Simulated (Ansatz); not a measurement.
## ZrB2 (P6/mmm): the Drude term of Re ε in the infrared

Re ε of ZrB2 (P6/mmm) along x at low photon energies is read from one computed spectrum; the carriers' damping was typed as γ = 0.05 eV. x, y and z are the Cartesian axes of the input cell.

Symmetry: P6/mmm, No. 191, hexagonal system. The conventional cell has a = 3.170 Å, b = 3.170 Å, c = 3.533 Å, α = 90.00°, β = 90.00°, γ = 120.00°. Zr on site a has 12 B at 2.54 Å as nearest neighbours. B on site d has 3 B at 1.83 Å as nearest neighbours.

Method: Ansatz 0.2.0, PBE, independent particles, k-mesh 15×15×11 with interpolation inside its cells, Gaussian parameter 0.1 eV.

Launch of the response step: `ansatz run input.yaml --threads 4 --pin off --max-ram 8192MiB --backend cpu --events-out ev --progress --plain --runs-dir out`. The run took 2.1 min, on 4 threads of Intel(R) Xeon(R) Processor @ 2.50GHz (Skylake/Cascade Lake) (shared host).

```
photon energy E (eV)  wavelength (µm)    Re ε
                0.25             4.96  -255.0
                0.30             4.13  -166.4
                0.35             3.54  -112.3
                0.40             3.10   -77.2
                0.50             2.48       ?
                0.60             2.07   -15.2
                0.70             1.77    -3.8
```

A Drude term over a constant background gives Re ε = ε_b − ωp²/(E² + γ²), linear in 1/(E² + γ²).

Working, on the rows shown:

| x = 1/(E² + γ²) (eV⁻²) | y = Re ε |
| --- | --- |
| 15.3846 | -255 |
| 10.8108 | -166.4 |
| 8 | -112.3 |
| 6.15385 | -77.2 |
| 2.75862 | -15.2 |
| 2.03046 | -3.8 |

Means: x̄ = 7.5231, ȳ = -104.98. Σ(x − x̄)(y − ȳ) = -2406, Σ(x − x̄)² = 127.6. Slope = -2406 / 127.6 = -18.86; intercept = ȳ − slope · x̄ = 36.908. The line misses the rows shown by at most 2.4.

Predict the last column of the withheld row from the fit.

At x = 3.9604 the line gives y = -37.789. The run gave -36.4, so the interpolation is off by 1.4, 0.6 % of the range in the table.

Refitted with all rows, the slope is -18.89 and the intercept 37.321. These give ωp = √(−slope) = 4.35 eV, against 4.45 eV from the program's Fermi-surface sum, and an intercept of 37.3. Taking the program's Drude term off the rows leaves 50 at the lowest energy and 36 at the highest, so the background isn't constant: interband transitions lie in or near the window, and neither fitted number can be trusted. The values come from a sum over the points of one k-mesh and carry its error, which is largest for Fermi-surface quantities. Spin-orbit coupling is left out.

[Logs are printed without paths, hosts, clocks, repeated set-up lines and the standing remarks that a program may print on its own settings, such as how far it seeks lower states.]
